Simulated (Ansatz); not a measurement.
Planning a run of Ansatz 0.2.0 on KSrCeSbO6 (F-43m). The input:

```yaml
crystal:
  lattice:
    - [0.0, 4.23216437, 4.23216437]
    - [4.23216437, 0.0, 4.23216437]
    - [4.23216437, 4.23216437, 0.0]
  atoms:
    - { symbol: K, position: [0.75, 0.75, 0.75] }
    - { symbol: Sr, position: [0.25, 0.25, 0.25] }
    - { symbol: Ce, position: [0.0, 0.0, 0.0] }
    - { symbol: Sb, position: [0.5, 0.5, 0.5] }
    - { symbol: O, position: [0.73740685, 0.26259315, 0.26259315] }
    - { symbol: O, position: [0.26259315, 0.73740685, 0.73740685] }
    - { symbol: O, position: [0.73740685, 0.73740685, 0.26259315] }
    - { symbol: O, position: [0.26259315, 0.26259315, 0.73740685] }
    - { symbol: O, position: [0.26259315, 0.73740685, 0.26259315] }
    - { symbol: O, position: [0.73740685, 0.26259315, 0.73740685] }
kpoints:
  mp_grid: { grid: [4, 4, 4] }
  band_path:
    path:
      - [0.0, 0.0, 0.0]
      - [-0.5, -0.5, 0.0]
      - [-0.375, -0.375, 0.25]
      - [-0.375, 0.0, 0.375]
      - [0.0, 0.0, 0.5]
      - [-0.5, -0.25, 0.25]
    npoints: 1
hamiltonian:
  xc: hse06
  pseudopotentials: { kind: paw, azcp: { folder: soft_1 } }
scf:
  occupations: { method: fixed }
  n_extra_bands: 7
output:
  eigenvalues: true
```

```sh
ansatz run input.yaml --threads 2 --pin off --max-ram 92160MiB --backend cuda --events-out ev --progress --plain --runs-dir out --devices 1 --max-vram 13GiB
```

**Question.** Estimate wall time and host memory on 1 × NVIDIA H100 80GB HBM3 (shared by 6 runs) with 2 threads of AMD EPYC 7R13 (Zen 3), shared host.

It took 44 s; on shared hardware allow 22 s to 88 s. Peak host memory was 1.4 GiB. The sizes that set the cost: 2975 plane waves a state, 8 irreducible k points and 23 SCF cycles.

Exact exchange couples every pair of k points and filled bands, so it costs far more than a semilocal run.

[Paths, hosts, dates, memory and timing lines, banners, echoed tables and standing remarks are left out of the program output.]

[Logs are printed without paths, hosts, clocks, repeated set-up lines and the standing remarks that a program may print on its own settings, such as how far it seeks lower states.]

[Runs of the session that timed out or met a known fault of the program may be left out.]

[Cells called generated may have been cut or substituted from an entry of the Crystallography Open Database or the Materials Project.]

[Hosts, paths, dates, database ids (printed as entryN), source tags and the programs' standing remarks are cut or masked in the printed files.]
